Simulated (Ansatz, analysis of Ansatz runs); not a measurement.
## Charge-transition level of substitutional B in diamond (PBE)

How near does this set-up come to the measured charge-transition level? Subject: substitutional B in diamond. Set-up: PBE, 64-site cell, PBE lattice, 420 eV, k: the single point 1/4 1/4 1/4 then 2x2x2 shifted 0.5 0.5 0.5. The model is a cell of 64 host atoms with 1 C taken out and 1 B put in. The level is the Fermi energy at which two charge states have equal formation energy, after a correction for the images of the charge. A local or semilocal functional is the cheapest first rung.

Measured beforehand: (0/-1) level above the valence-band top: 0.368 eV, by acceptor ionization energy (cited; method not stated) (quoted in “Phosphorescence and donor-acceptor pair recombination in laboratory-grown diamonds”, 2023, Jiahui Zhao et al., quoting earlier work (1993)).

Main program and level: Ansatz 0.2.0; plane-wave PAW DFT, PBE; relaxation of all atoms of a defect supercell.

### Step 1. The starting structure

The cell holds 64 atoms: 63 C and 1 B. Cell: a = 7.143 Å, b = 7.143 Å, c = 7.143 Å, α = 90.0°, β = 90.0°, γ = 90.0°. It derives from C (space group Fd-3m). Nearest the centre at fractional (0.375, 0.375, 0.375): B8 at 0.00 Å, C27 at 1.55 Å, C49 at 1.55 Å, C42 at 1.55 Å, C4 at 1.55 Å, C53 at 2.53 Å, C46 at 2.53 Å, C31 at 2.53 Å.

The host's primitive cell comes from a first run (plane-wave PAW DFT, PBE; relaxation of the host's cell and atoms): vectors of 2.525, 2.525 and 2.525 Å. That is 5.69 Å³ an atom, 0.4 % over the diffraction cell's volume. The supercell is built on it.

### Step 2. Relaxation, charge 0

Every later number rests on the structure around the defect, so the atoms are relaxed at the host's lattice first.

Contents of relax0/input.yaml:

```yaml
relax:
  f_tol: 0.02
  max_steps: 80
  random_displacement: { amplitude: 0.05, seed: 675 }
crystal:
  lattice:
    - [7.14316351, 0.0, 0.0]
    - [0.0, 7.14316351, 0.0]
    - [0.0, 0.0, 7.14316351]
  atoms:
    - { symbol: C, position: [0.0, 0.0, 0.25] }
    - { symbol: C, position: [0.0, 0.25, 0.0] }
    - { symbol: C, position: [0.25, 0.0, 0.0] }
    - { symbol: C, position: [0.25, 0.25, 0.25] }
    - { symbol: C, position: [0.125, 0.125, 0.375] }
    - { symbol: C, position: [0.125, 0.375, 0.125] }
    - { symbol: C, position: [0.375, 0.125, 0.125] }
    - { symbol: B, position: [0.375, 0.375, 0.375] }
    - { symbol: C, position: [0.0, 0.0, 0.75] }
    - { symbol: C, position: [0.0, 0.25, 0.5] }
    - { symbol: C, position: [0.25, 0.0, 0.5] }
    - { symbol: C, position: [0.25, 0.25, 0.75] }
    - { symbol: C, position: [0.125, 0.125, 0.875] }
    - { symbol: C, position: [0.125, 0.375, 0.625] }
    - { symbol: C, position: [0.375, 0.125, 0.625] }
    - { symbol: C, position: [0.375, 0.375, 0.875] }
    - { symbol: C, position: [0.0, 0.5, 0.25] }
    - { symbol: C, position: [0.0, 0.75, 0.0] }
    - { symbol: C, position: [0.25, 0.5, 0.0] }
    - { symbol: C, position: [0.25, 0.75, 0.25] }
    - { symbol: C, position: [0.125, 0.625, 0.375] }
    - { symbol: C, position: [0.125, 0.875, 0.125] }
    - { symbol: C, position: [0.375, 0.625, 0.125] }
    - { symbol: C, position: [0.375, 0.875, 0.375] }
    - { symbol: C, position: [0.0, 0.5, 0.75] }
    - { symbol: C, position: [0.0, 0.75, 0.5] }
    - { symbol: C, position: [0.25, 0.5, 0.5] }
    - { symbol: C, position: [0.25, 0.75, 0.75] }
    - { symbol: C, position: [0.125, 0.625, 0.875] }
    - { symbol: C, position: [0.125, 0.875, 0.625] }
    - { symbol: C, position: [0.375, 0.625, 0.625] }
    - { symbol: C, position: [0.375, 0.875, 0.875] }
    - { symbol: C, position: [0.5, 0.0, 0.25] }
    - { symbol: C, position: [0.5, 0.25, 0.0] }
    - { symbol: C, position: [0.75, 0.0, 0.0] }
    - { symbol: C, position: [0.75, 0.25, 0.25] }
    - { symbol: C, position: [0.625, 0.125, 0.375] }
    - { symbol: C, position: [0.625, 0.375, 0.125] }
    - { symbol: C, position: [0.875, 0.125, 0.125] }
    - { symbol: C, position: [0.875, 0.375, 0.375] }
    - { symbol: C, position: [0.5, 0.0, 0.75] }
    - { symbol: C, position: [0.5, 0.25, 0.5] }
    - { symbol: C, position: [0.75, 0.0, 0.5] }
    - { symbol: C, position: [0.75, 0.25, 0.75] }
    - { symbol: C, position: [0.625, 0.125, 0.875] }
    - { symbol: C, position: [0.625, 0.375, 0.625] }
    - { symbol: C, position: [0.875, 0.125, 0.625] }
    - { symbol: C, position: [0.875, 0.375, 0.875] }
    - { symbol: C, position: [0.5, 0.5, 0.25] }
    - { symbol: C, position: [0.5, 0.75, 0.0] }
    - { symbol: C, position: [0.75, 0.5, 0.0] }
    - { symbol: C, position: [0.75, 0.75, 0.25] }
    - { symbol: C, position: [0.625, 0.625, 0.375] }
    - { symbol: C, position: [0.625, 0.875, 0.125] }
    - { symbol: C, position: [0.875, 0.625, 0.125] }
    - { symbol: C, position: [0.875, 0.875, 0.375] }
    - { symbol: C, position: [0.5, 0.5, 0.75] }
    - { symbol: C, position: [0.5, 0.75, 0.5] }
    - { symbol: C, position: [0.75, 0.5, 0.5] }
    - { symbol: C, position: [0.75, 0.75, 0.75] }
    - { symbol: C, position: [0.625, 0.625, 0.875] }
    - { symbol: C, position: [0.625, 0.875, 0.625] }
    - { symbol: C, position: [0.875, 0.625, 0.625] }
    - { symbol: C, position: [0.875, 0.875, 0.875] }
  host:
    repeats: [2, 2, 2]
    atoms:
      - { symbol: C, position: [0.0, 0.0, 0.5] }
      - { symbol: C, position: [0.0, 0.5, 0.0] }
      # ... 6 more atoms of the perfect host
basis:
  ecutwfc: 420
  xc_grid: 2
hamiltonian:
  xc: pbe
kpoints:
  mp_grid: { grid: [1, 1, 1], shift: [0.25, 0.25, 0.25] }
magnetization:
  spin_polarized: true
  initial_magnetization: 1
  spin_locking: { lock_magnetization: hard }
scf:
  occupations: { method: fermi_dirac, width: 0.01 }
  max_iter: 120
output:
  forces: true
  charged_corrections:
    epsilon: 5.85
    static_epsilon: 5.85
    defect_position: [0.375, 0.375, 0.375]
checkpoint:
  write: "../relax0.run"
  compress: false
  write_wavefunctions: true
  write_every: 100000
```

Started as:

```bash
ansatz run input.yaml --threads 2 --pin off --max-ram 3768MiB --backend cpu --events-out ev --progress --plain --runs-dir out
```

Numbers of over 12 decimals in the logs are rounded to 6 here.

Output:

```text
[... repeated set-up lines and file paths are left out, and long positions are rounded to six places ...]
Engine: ansatz 0.2.0, x86_64-unknown-linux-gnu
Pseudopotentials: kind: paw
Pseudopotential: C, paw, valence charge 4, recommended cutoff 420 eV (normal), C.paw.azcp
Pseudopotential: B, paw, valence charge 3, recommended cutoff 420 eV (normal), B.paw.azcp
Functional definition: PBE
  parameter kappa = 0.804
  parameter beta = 0.066725
  exchange = pbe_x(kappa = kappa, mu = beta*pi^2/3)
  correlation = pbe_c(beta = beta)
Crystal: 64 atoms, lattice volume = 364.478 Å³
Basis set: ecut = 420 eV, 7123 PW (Γ), exchange–correlation on 96×96×96 points (8 copies of the dense FFT grid, shifted against one another)
Bands: 192, of which v1, the nominal top of the filled ones, is band 128 counted from 1 (127 counted from 0)
Symmetry: 1 space group operations
k-points: 1
Non-local potential: C, projectors of the file, l = 0: 2, l = 1: 2, l = 2: 1
Non-local potential: B, projectors of the file, l = 0: 2, l = 1: 2, l = 2: 1
PAW form: soft (Blöchl's): semilocal exchange-correlation on the pseudo side does not see the compensation charge
PAW one-centre angular grid: C, 110 points (default); XC on 64 Gauss nodes
PAW one-centre angular grid: B, 110 points (default); XC on 64 Gauss nodes
Initial density: superposition of atomic densities (chi_scale 0.1, normalization cell, long waves kept (reshape's long-wave potential 0.12 eV rms))
Starting moments: Σ|m| = 1 μB on 64 of 64 sites
Initial wavefunctions: pseudopotential atomic-orbital guess
Functional: x = pbe(κ = 0.804, μ = 0.219515), c = pbe(β = 0.066725)
SCF iter   1: F=—  HF=-15970.142546 eV  |F-HF|=—  |Δ(HF+E_count)|=         —  Δρ=7.11e-2 (↑7.11e-2 ↓6.99e-2)  dr2=5.68e1  dr2_m=1.30e-2  M=1.000 μB ∫|m|=1.002 μB  β_m=0.30  ethr=3.10e-3  ⟨swp⟩=5.0  Hψ=1543  notcnv=0  defer=95
preconditioner: auto → Resta (q_TF=auto, 2.571 Å⁻¹)  ε∞=4.4  [insulator: Δε(μ)=0.341 eV  Ē_g=16.926 eV  σ=0.010 eV  W_gap=1.00  n_scr=92 (ndim 8)  ℏωp=31.1 eV  f_vac=0.000  D(μ)=0.00/eV (n_scr^D=0)  ε∞_Penn≈4.4]
spin=Collinear: Resta preconditioning applied to the charge; magnetization (m = ρ↑ − ρ↓) channel mixes plain (no charge-response kernel on spin).
SCF iter   2: F=—  HF=-15961.491805 eV  |F-HF|=—  |Δ(HF+E_count)|=    8.65e0  Δρ=5.17e-2 (↑5.17e-2 ↓5.08e-2)  dr2=2.97e1  dr2_m=7.22e-3  M=1.000 μB ∫|m|=1.010 μB  β_m=0.65  ethr=3.10e-3  ⟨swp⟩=3.0  Hψ=716  notcnv=0  defer=110
SCF iter   3: F=—  HF=-15952.044849 eV  |F-HF|=—  |Δ(HF+E_count)|=    9.45e0  Δρ=4.66e-3 (↑4.33e-3 ↓4.66e-3)  dr2=1.89e-1  dr2_m=2.75e-3  M=1.000 μB ∫|m|=1.055 μB  β_m=0.76  ethr=3.10e-3  ⟨swp⟩=3.0  Hψ=564  notcnv=0  defer=110
SCF iter   4: F=—  HF=-15952.169576 eV  |F-HF|=—  |Δ(HF+E_count)|=   1.25e-1  Δρ=1.46e-3 (↑1.46e-3 ↓1.45e-3)  dr2=1.36e-2  dr2_m=1.92e-5  M=1.000 μB ∫|m|=1.060 μB  β_m=0.84  ethr=7.40e-5  ⟨swp⟩=3.0  Hψ=716  notcnv=0  defer=110
SCF iter   5: F=—  HF=-15952.186724 eV  |F-HF|=—  |Δ(HF+E_count)|=   1.71e-2  Δρ=3.55e-4 (↑3.51e-4 ↓3.55e-4)  dr2=1.25e-3  dr2_m=1.63e-6  M=1.000 μB ∫|m|=1.061 μB  β_m=0.83  ethr=5.32e-6  ⟨swp⟩=2.0  Hψ=548  notcnv=0  defer=110
SCF iter   6: F=—  HF=-15952.188376 eV  |F-HF|=—  |Δ(HF+E_count)|=   1.65e-3  Δρ=7.12e-5 (↑6.75e-5 ↓7.12e-5)  dr2=4.36e-5  dr2_m=4.33e-7  M=1.000 μB ∫|m|=1.062 μB  β_m=0.84  ethr=4.90e-7  ⟨swp⟩=2.0  Hψ=542  notcnv=0  defer=110
SCF iter   7: F=-15952.188428 eV  HF=-15952.188426 eV  |F-HF|=1.41e-6  |Δ(HF+E_count)|=   5.02e-5  Δρ=1.99e-5 (↑1.99e-5 ↓1.98e-5)  dr2=3.15e-6  dr2_m=2.34e-8  M=1.000 μB ∫|m|=1.062 μB  ethr=3.92e-9  ⟨swp⟩=4.0  Hψ=913  notcnv=0
SCF 1 converged in 7 iterations: F = -15952.188428 eV  dr2 = 3.15e-6
  greatest PAW one-centre occupation: 0.659 electrons in one spin orbital (limit 2), on the C atom at site 48 (counted from 0), in its partial waves of l = 0
relax step   1: F+E_penalty+E_count = -15952.18842771 eV  Δ(F+E_penalty+E_count) = +0.000e0 eV  max|allowed force component| = 3.058e0 eV/Å  Δτ_max = 0.0000 Å  (7 SCF iters, dr2 threshold 1.00e-5 eV, accepted)
[... the SCF cycles and remarks between the steps are left out from here to the last step ...]
relax step   2: F+E_penalty+E_count = -15954.77590458 eV  Δ(F+E_penalty+E_count) = -2.587e0 eV  max|allowed force component| = 1.652e0 eV/Å  Δτ_max = 0.0592 Å  (5 SCF iters, dr2 threshold 1.00e-4 eV, accepted)
relax step   3: F+E_penalty+E_count = -15955.38211462 eV  Δ(F+E_penalty+E_count) = -6.062e-1 eV  max|allowed force component| = 4.029e-1 eV/Å  Δτ_max = 0.0346 Å  (5 SCF iters, dr2 threshold 1.00e-4 eV, accepted)
relax step   4: F+E_penalty+E_count = -15955.34051385 eV  Δ(F+E_penalty+E_count) = +4.160e-2 eV  max|allowed force component| = 9.115e-1 eV/Å  Δτ_max = 0.0387 Å  (6 SCF iters, dr2 threshold 1.01e-5 eV, rejected (line search))
relax step   5: F+E_penalty+E_count = -15955.40359472 eV  Δ(F+E_penalty+E_count) = -2.148e-2 eV  max|allowed force component| = 3.188e-2 eV/Å  Δτ_max = 0.0097 Å  (7 SCF iters, accepted)
relax step   6: F+E_penalty+E_count = -15955.40399906 eV  Δ(F+E_penalty+E_count) = -4.043e-4 eV  max|allowed force component| = 1.936e-2 eV/Å  Δτ_max = 0.0015 Å  (6 SCF iters, accepted)
relax step   7: F+E_penalty+E_count = -15955.40409266 eV  Δ(F+E_penalty+E_count) = -9.360e-5 eV  max|allowed force component| = 2.233e-2 eV/Å  Δτ_max = 0.0006 Å  (6 SCF iters, accepted)
relax step   8: F+E_penalty+E_count = -15955.40494548 eV  Δ(F+E_penalty+E_count) = -8.528e-4 eV  max|allowed force component| = 1.097e-1 eV/Å  Δτ_max = 0.0108 Å  (7 SCF iters, accepted)
relax step   9: F+E_penalty+E_count = -15955.40577490 eV  Δ(F+E_penalty+E_count) = -8.294e-4 eV  max|allowed force component| = 7.951e-2 eV/Å  Δτ_max = 0.0014 Å  (4 SCF iters, dr2 threshold 1.20e-5 eV, accepted)
relax step  10: F+E_penalty+E_count = -15955.40780297 eV  Δ(F+E_penalty+E_count) = -2.028e-3 eV  max|allowed force component| = 1.128e-1 eV/Å  Δτ_max = 0.0126 Å  (6 SCF iters, dr2 threshold 3.32e-6 eV, accepted)
relax step  11: F+E_penalty+E_count = -15955.40846827 eV  Δ(F+E_penalty+E_count) = -6.653e-4 eV  max|allowed force component| = 4.612e-2 eV/Å  Δτ_max = 0.0064 Å  (5 SCF iters, dr2 threshold 6.68e-6 eV, accepted)
relax step  12: F+E_penalty+E_count = -15955.40889789 eV  Δ(F+E_penalty+E_count) = -4.296e-4 eV  max|allowed force component| = 1.808e-2 eV/Å  Δτ_max = 0.0024 Å  (6 SCF iters, accepted)
relax step  13: F+E_penalty+E_count = -15955.40890172 eV  Δ(F+E_penalty+E_count) = -3.833e-6 eV  max|allowed force component| = 2.506e-2 eV/Å  Δτ_max = 0.0020 Å  (6 SCF iters, accepted)
SCF iter   1: F=—  HF=-15955.408437 eV  |F-HF|=—  |Δ(HF+E_count)|=         —  Δρ=8.59e-5 (↑6.29e-5 ↓8.59e-5)  dr2=7.12e-5  dr2_m=2.12e-6  M=1.000 μB ∫|m|=1.054 μB  β_m=0.30  ethr=4.93e-7  ⟨swp⟩=5.0  Hψ=857  notcnv=0  defer=116
SCF iter   2: F=—  HF=-15955.408998 eV  |F-HF|=—  |Δ(HF+E_count)|=   5.61e-4  Δρ=5.59e-5 (↑4.04e-5 ↓5.59e-5)  dr2=2.41e-5  dr2_m=9.92e-7  M=1.000 μB ∫|m|=1.054 μB  β_m=0.52  ethr=2.79e-8  ⟨swp⟩=1.0  Hψ=442  notcnv=0  defer=116
SCF iter   3: F=—  HF=-15955.408992 eV  |F-HF|=—  |Δ(HF+E_count)|=   6.01e-6  Δρ=1.22e-5 (↑8.93e-6 ↓1.22e-5)  dr2=7.44e-7  dr2_m=5.78e-8  M=1.000 μB ∫|m|=1.054 μB  β_m=0.61  ethr=9.47e-9  ⟨swp⟩=2.0  Hψ=453  notcnv=0  defer=116
iter 4 did not close the SCF: its close was put off for a magnetic moment that had not settled (scf_convergence_deferred on its scf_iter line)
SCF iter   4: F=-15955.408992 eV  HF=-15955.408992 eV  |F-HF|=2.20e-8  |Δ(HF+E_count)|=   5.66e-8  Δρ=1.91e-6 (↑1.73e-6 ↓1.91e-6)  dr2=5.25e-8  dr2_m=2.25e-9  M=1.000 μB ∫|m|=1.054 μB  β_m=0.77  ethr=3.92e-11  ⟨swp⟩=4.0  Hψ=1015  notcnv=0
SCF iter   5: F=-15955.408992 eV  HF=-15955.408992 eV  |F-HF|=8.37e-11  |Δ(HF+E_count)|=  1.46e-10  Δρ=4.46e-7 (↑4.02e-7 ↓4.46e-7)  dr2=1.90e-9  dr2_m=5.87e-11  M=1.000 μB ∫|m|=1.054 μB  ethr=2.06e-11  ⟨swp⟩=2.0  Hψ=886  notcnv=0
SCF 14 converged in 5 iterations: F = -15955.408992 eV  dr2 = 1.90e-9
relax step  14: F+E_penalty+E_count = -15955.40899233 eV  Δ(F+E_penalty+E_count) = -9.061e-5 eV  max|allowed force component| = 6.474e-3 eV/Å  Δτ_max = 0.0007 Å  (5 SCF iters, accepted)
NSCF: frozen V_eff on 1 k-points
the band table was solved once a step of the walk had ended and its energy, with any forces and stress, was formed, with the checks that follow a solve (1804 applications of the Hamiltonian). They found nothing against the state; [...]
SCF converged after 5 iterations
Magnetization: 1.0000 μB (128.0000 up, 127.0000 down)
Absolute magnetization: 1.0531 μB (∫|ρ↑−ρ↓|, with the PAW one-centre terms)
Spin contamination: 0.0003 ħ² per cell (⟨S²⟩ above its minimum at these occupations)
Per-site moments (μB) at R_I (Å): [(0.00514008, 0.633417), (0.0048912, 0.635081), (0.0051443, 0.633432), [... 61 left out ...]
Free energy (F): -15955.408992 eV
Harris-Foulkes:  -15955.408992 eV  (|F-HF|=8.37e-11)
Internal energy: -15955.408992 eV  (E = F + TS)
E sigma→0 (E₀):  -15955.408992 eV
Entropy (-TS):   -0.000000 eV (-0.000 meV/atom)
Fermi energy:    12.892697 (↑ 15.483529, ↓ 12.820401) eV
--- Per-component energies (eV) ---
  E_band       = 1093.024293
  E_kinetic    = 5858.952270
  E_local      = -3904.748745  (includes V_loc(G=0)·N_el)
  E_nonlocal   = 1692.272848
  E_hartree    = 858.106434
  E_xc         = -3101.100729
  E_vxc        = -3848.054475  (∫ρ·V_xc dr)
  E_paw        = -6329.011126  (= ΣΔE_a)
  E_vpaw       = -421.610986  (= ΣTr[D̂ρ^β])
  E_aug_tail   = 0.000559  (compensation charges beyond the density's cutoff)
  E_ewald      = -11029.880503
  E_smearing   = -0.000000  (= −TS)
  E_closure    = 0.000000  (closes the sum)
  Σ components = -15955.408992   (vs F -15955.408992, Δ=0.00e0)
--- Forces (eV/Å), atoms counted from 1 ---
  atom   1  C     -0.00209583     0.00121907     0.00028249
  atom   2  C     -0.00172359     0.00117842     0.00049169
  [... 1 atom left out ...]
  atom   4  C     -0.00370984     0.00298331    -0.00187496
  atom   5  C     -0.00021994     0.00068091     0.00179207
  [... 1 atom left out ...]
  atom   7  C      0.00244064     0.00011748     0.00025980
  atom   8  B      0.00495022    -0.00443867     0.00257951
  [... 6 atoms left out ...]
  atom  15  C      0.00283229    -0.00195986     0.00480660
  [... 5 atoms left out ...]
  atom  21  C      0.00174021    -0.00267024     0.00040743
  [... 5 atoms left out ...]
  atom  27  C     -0.00379939     0.00297295    -0.00313009
  [... 3 atoms left out ...]
  atom  31  C      0.00144552    -0.00236079    -0.00045279
  [... 10 atoms left out ...]
  atom  42  C     -0.00536280     0.00647404    -0.00254775
  [... 6 atoms left out ...]
  atom  49  C     -0.00355567     0.00394693    -0.00061886
  [... 15 atoms left out ...]
  max |Σ_I F_I| component: 5.40e-6 eV/Å
--- Band table (eV) ---
  k-point 0 ↑: bands = ["-7.8000", "-6.7172", "-6.7062", "-6.5290", [... 184 left out ...] "23.1555", "23.2060", "23.2492", "23.4540"]
  k-point 0 ↓: bands = ["-7.7786", "-6.6930", "-6.6846", "-6.5083", [... 184 left out ...] "23.2056", "23.2289", "23.2782", "23.4956"]
--- Relaxed structure (14 steps of the walk, 13 accepted, 0 SCFs on fresh bases) ---
  F+E_penalty+E_count = -15955.40899233 eV   max|allowed force component| = 6.474e-3 eV/Å
  atoms:
    - { symbol: C, position: [0.000332, -0.000783, 0.250695] }
    - { symbol: C, position: [0.000220, 0.250133, -0.000284] }
    [... 1 atom left out ...]
    - { symbol: C, position: [0.247960, 0.246530, 0.247465] }
    - { symbol: C, position: [0.124805, 0.124821, 0.373815] }
    [... 1 atom left out ...]
    - { symbol: C, position: [0.374301, 0.124826, 0.124318] }
    - { symbol: B, position: [0.373325, 0.377059, 0.372858] }
    [... 6 atoms left out ...]
    - { symbol: C, position: [0.375552, 0.125664, 0.624844] }
    [... 5 atoms left out ...]
    - { symbol: C, position: [0.124774, 0.625815, 0.375388] }
    [... 5 atoms left out ...]
    - { symbol: C, position: [0.248120, 0.502027, 0.505100] }
    [... 3 atoms left out ...]
    - { symbol: C, position: [0.374406, 0.625897, 0.625701] }
    [... 10 atoms left out ...]
    - { symbol: C, position: [0.505783, 0.245773, 0.505269] }
    [... 6 atoms left out ...]
    - { symbol: C, position: [0.505600, 0.502022, 0.247617] }
    [... 15 atoms left out ...]
```

Wall time 1.9 min (2 threads of Intel Xeon Platinum 8259CL at 2.50GHz (Skylake/Cascade Lake), shared host); peak memory 1.1 GiB; 3.7 min of CPU time.

The steps of the relaxation:

| step | energy less that of the first step (eV) | largest force component (eV/Å) |
| --- | --- | --- |
| 1 | 0.0000 | 3.0585 |
| 2 | -2.5875 | 1.6516 |
| 3 | -3.1937 | 0.4029 |
| 4 | -3.1521 | 0.9115 |
| 5 | -3.2152 | 0.0319 |
| 6 | -3.2156 | 0.0194 |
| 7 | -3.2157 | 0.0223 |
| 8 | -3.2165 | 0.1097 |
| 9 | -3.2173 | 0.0795 |
| 10 | -3.2194 | 0.1128 |
| 11 | -3.2200 | 0.0461 |
| 12 | -3.2205 | 0.0181 |
| 13 | -3.2205 | 0.0251 |
| 14 | -3.2206 | 0.0065 |

Relaxation step 4 was tried and not accepted.

The atoms that moved most (Å, from the sites as typed, ahead of the random displacement, the mean shift of all atoms taken out):

| atom | dx | dy | dz | length |
| --- | --- | --- | --- | --- |
| C42 | 0.036 | -0.031 | 0.036 | 0.060 |
| C49 | 0.035 | 0.014 | -0.018 | 0.042 |
| C27 | -0.018 | 0.014 | 0.035 | 0.042 |
| C4 | -0.019 | -0.025 | -0.019 | 0.037 |
| B8 | -0.017 | 0.014 | -0.017 | 0.028 |
| C14 | -0.010 | 0.012 | 0.006 | 0.016 |
| C38 | 0.006 | 0.012 | -0.009 | 0.016 |
| C7 | -0.010 | -0.002 | -0.006 | 0.012 |

Neighbours of B8 at the end:

| atom | distance (Å) |
| --- | --- |
| C4 | 1.573 |
| C27 | 1.578 |
| C49 | 1.578 |
| C42 | 1.634 |
| C6 | 2.510 |
| C21 | 2.512 |
| C23 | 2.512 |
| C5 | 2.529 |
| C7 | 2.529 |
| C31 | 2.534 |
| C53 | 2.534 |
| C14 | 2.536 |
| C38 | 2.537 |
| C15 | 2.543 |
| C37 | 2.543 |
| C46 | 2.550 |

This step gave:

- free energy: -15955.4090 eV
- total moment: 1 μB
- integral of the absolute spin density: 1.053 μB
- spin contamination: 3.28e-4

The relaxation ends 50 meV an atom lower than the displaced start, with a largest force component of 0.0065 eV/Å.

(Continued in part 2 of 2.)

[Logs are printed without paths, hosts, clocks, repeated set-up lines and the standing remarks that a program may print on its own settings, such as how far it seeks lower states.]

[Hosts, paths, dates, database ids (printed as entryN), source tags and the programs' standing remarks are cut or masked in the printed files.]

[For some hosts the program warned that the k-mesh of the response run may be too coarse for force constants and the static dielectric constant; such warnings are not shown here.]
